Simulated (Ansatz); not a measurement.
# KSnCl3 (model cell, started as cubic perovskite with Sn in the octahedra): a soft mode frozen in, part 2 of 2

Aim: this structure of KSnCl3 (model cell, started as cubic perovskite with Sn in the octahedra) is to be tested for unstable modes, and one is followed downhill.

Ansatz 0.2.0; DFT PBEsol, scalar-relativistic, plane waves, PAW; PAW set soft_1.

So far. Step 5 (Energy along the mode, all amplitudes (two of the runs …): The lowest of the steps tried is the last one, at 0.6 Å, 12.7 meV/atom below the parent; the bottom of the well need not coincide with a step. Step 7 (The new phase in its own primitive cell): The largest force component left is 0.66 meV/Å and the pressure is 0.000 GPa, within the tolerances set. The cell now holds 33.63 Å³/atom. The relaxed cell has a = 7.658, c = 9.932 Å (conventional setting).

The structure was built from a prototype and need not be the compound's stable phase.

### Step 8. Modes of the new phase, k-mesh 9×9×9

A relaxed structure may still be a saddle point, so its zone-centre modes are computed. The response to a homogeneous field gives the Born charges and the dielectric tensor.

Contents of input.yaml:

```yaml
crystal:
  lattice:
    - [3.8288794296, 2.2106045694, 3.3108289757]
    - [-3.8288794296, 2.2106045694, 3.3108289757]
    - [0.0, -4.4212091387, 3.3108289758]
  atoms:
    - { symbol: K, position: [0.0738236602, 0.0738236602, 0.0738236602] }
    - { symbol: Sn, position: [0.4920075433, 0.4920075433, 0.4920075433] }
    - { symbol: Cl, position: [0.4737007082, 0.9885526145, 0.4737007082] }
    - { symbol: Cl, position: [0.9885526145, 0.4737007082, 0.4737007082] }
    - { symbol: Cl, position: [0.4737007082, 0.4737007082, 0.9885526145] }
kpoints:
  mp_grid: { grid: [9, 9, 9] }
hamiltonian:
  xc: pbesol
  pseudopotentials: { kind: paw, azcp: { folder: soft_1 }, xc_functional: pbe }
scf:
  occupations: { method: fixed }
output:
  eigenvalues: true
phonons:
  method: dfpt
  dielectric: true
  rigid_motions: translations
```

The run is started by

```bash
$ ansatz run input.yaml --threads 4 --pin off --max-ram 16384MiB --backend cpu --events-out ev --progress --plain --runs-dir out
```

Run time: 9.7 min. Hardware: 4 threads of Arm Neoverse V1, shared host; peak memory 6.2 GiB; 37 min of CPU time.

This step gave:

| Quantity | Value |
| --- | --- |
| sum-rule residual before enforcement | 1.30e-4 eV/Å² |
| miss of the charge sum rule | 0.01212 e |
| estimated error of the dielectric tensor | 0.06065 |
| estimated error of the Born charges | 0.07137 e |
| point group | 3m |
| highest optical mode at the zone centre (no LO-TO term) | 106.3 cm⁻¹ |
| lowest optical zone-centre mode | -29.4 cm⁻¹ |
| mean high-frequency dielectric constant | 5.269 |
| largest Born charge (third of the trace) | 4.487 e |
| top of the zone-centre spectrum with the field | 228.8 cm⁻¹ |

Without the LO-TO term. Patterns of degenerate modes are one choice out of their space. The modes at Γ (shares of kinetic energy by element, %) (negative means imaginary):

```
mode  frequency (cm⁻¹)  symmetry  K %  Sn %  Cl %
   1             -29.4         E   57     1    43
   2             -29.4         E   57     1    43
   3             -20.5        A2    0     0   100
   4               0.0  acoustic   15    45    40
   5               0.0  acoustic   15    45    40
   6               0.0  acoustic   15    45    40
   7              33.2         E    0     0   100
   8              33.2         E    0     0   100
   9              69.7        A1   12    53    36
  10              76.9        A1   44     1    54
  11              78.3         E   24    36    41
  12              78.3         E   24    36    41
  13              92.2         E    5    19    76
  14              92.2         E    5    19    76
  15             106.3        A1   29     1    70
```

Displacements in mode 1 (-29.4 cm⁻¹), the largest set to 1:
```
K1   1.00  0.82  0.00
Sn2 -0.06 -0.05  0.00
Cl3 -0.38 -0.75  0.12
Cl4  0.18 -0.07 -0.34
Cl5 -0.69  0.08  0.22
```

Displacements in mode 9 (69.7 cm⁻¹), the largest set to 1:
```
K1   0.00  0.00 -0.83
Sn2  0.00  0.00  1.00
Cl3  0.27 -0.16 -0.81
Cl4 -0.27 -0.16 -0.81
Cl5  0.00  0.31 -0.81
```

High-frequency dielectric tensor, which the program warns is not settled by the k meshes in reach. Tensor:

```
       x      y      z
x  5.225      0      0
y      0  5.225      0
z      0      0  5.358
```

Optical modes at the zone centre, without and with the macroscopic field of the longitudinal modes; each column is sorted by frequency, so a row need not hold one and the same mode. Modes with and without the field, by row:

```
rank among optical modes  no field (cm⁻¹)  q along (1, 0, 0) (cm⁻¹)  q along (0, 0, 1) (cm⁻¹)
                       1            -29.4                     -29.4                     -29.4
                       2            -29.4                     -26.1                     -29.4
                       3            -20.5                     -20.5                     -20.5
                       4             33.2                      33.2                      33.2
                       5             33.2                      63.8                      33.2
                       6             69.7                      69.7                      73.8
                       7             76.9                      76.9                      78.3
                       8             78.3                      78.3                      78.3
                       9             78.3                      80.9                      92.2
                      10             92.2                      92.2                      92.2
                      11             92.2                     106.3                     106.3
                      12            106.3                     224.3                     228.8
```

Born charge (rows field, columns displacement) (e), principal values of the symmetric part by kind of site:

```
atom  atoms with these values    low  middle   high   mean
  K1                        1   1.19    1.22   1.22   1.21
 Sn2                        1   4.33    4.33   4.81   4.49
 Cl3                        3  -4.62   -0.57  -0.51  -1.90
```

In full for K1:

```
1.22 0.00 0.00
0.00 1.22 0.00
0.00 0.00 1.19
```

Transverse modes; imaginary modes are left out. Infrared lines, with heights relative to the strongest:

```
position (cm⁻¹)  relative intensity
             33                  96
             70                  66
             77                  52
             78                  15
             92                 100
            106                 0.2
```

Before it was imposed, the acoustic sum rule was missed by 1.3e-4 eV/Å² and the charge sum rule by 0.012 e. Small misses are needed for a sound result but don't prove that mesh and cutoff are converged. The lowest optical mode is imaginary, 29.4i cm⁻¹, so the energy falls along it.

The log warns of the k mesh: “the force constants stand on the 9×9×9 k-mesh, whose period is 12.48 times the interband length at k = (0.4444, 0.4444, -0.4444), direct gap 1.254 eV, under 14: take them and everything formed from them as unconverged”.

### Step 9. Outcome

| Property | Result |
| --- | --- |
| unstable mode of the parent | q = (0, 0, 0), 61i cm⁻¹ |
| depth at the lowest point sampled | 12.7 meV/atom |
| largest atomic shift at that point | 0.6 Å |
| space group reached (within 0.01 Å) | R3m |
| energy gained over the parent (first relaxation, on the mesh of the frozen mode) | 15.7 meV/atom |
| volume per atom, phase reached | 33.6 Å³ |
| gap on the k-mesh, phase reached | 1.25 eV |
| lowest optical zone-centre mode, phase reached | -29.4 cm⁻¹ |
| highest optical mode at the zone centre (no LO-TO term), phase reached | 106 cm⁻¹ |

Along this mode the structure falls into R3m, 15.7 meV/atom below the parent. At the parent's cell the well is 12.71 meV/atom deep on the steps tried, with its lowest point at a shift of 0.6 Å. That is the last step tried, so the steps alone don't bracket the bottom of the well. Relaxing atoms and cell changes the gain by +2.94 meV/atom against the lowest step (energies at zero smearing). The new phase still has an imaginary mode at the zone centre of its cell, so it is a saddle point on the way to a lower structure. Of the 4 patterns followed to their end from this parent, this one ends 22.0 meV/atom above the lowest, P4/mbm. Each path keeps the symmetry of its pattern, so a lower phase may lie along a pattern not tried. With the field response the log warns that the k mesh is coarse for the force constants too, so the frequencies may not be converged. In at least one run the field response is not settled by the k meshes in reach, so its dielectric tensor, Born charges and longitudinal modes are rough. Spin-orbit coupling is left out, which can matter for the heavy elements here. The PAW files were made for PBE and serve the other functionals too. The starting cell was built on a prototype and not taken from a measurement, so the phase need not exist.

[Logs are printed without paths, hosts, clocks, repeated set-up lines and the standing remarks that a program may print on its own settings, such as how far it seeks lower states.]

[Hosts, paths, dates, database ids (printed as entryN), source tags and the programs' standing remarks are cut or masked in the printed files.]
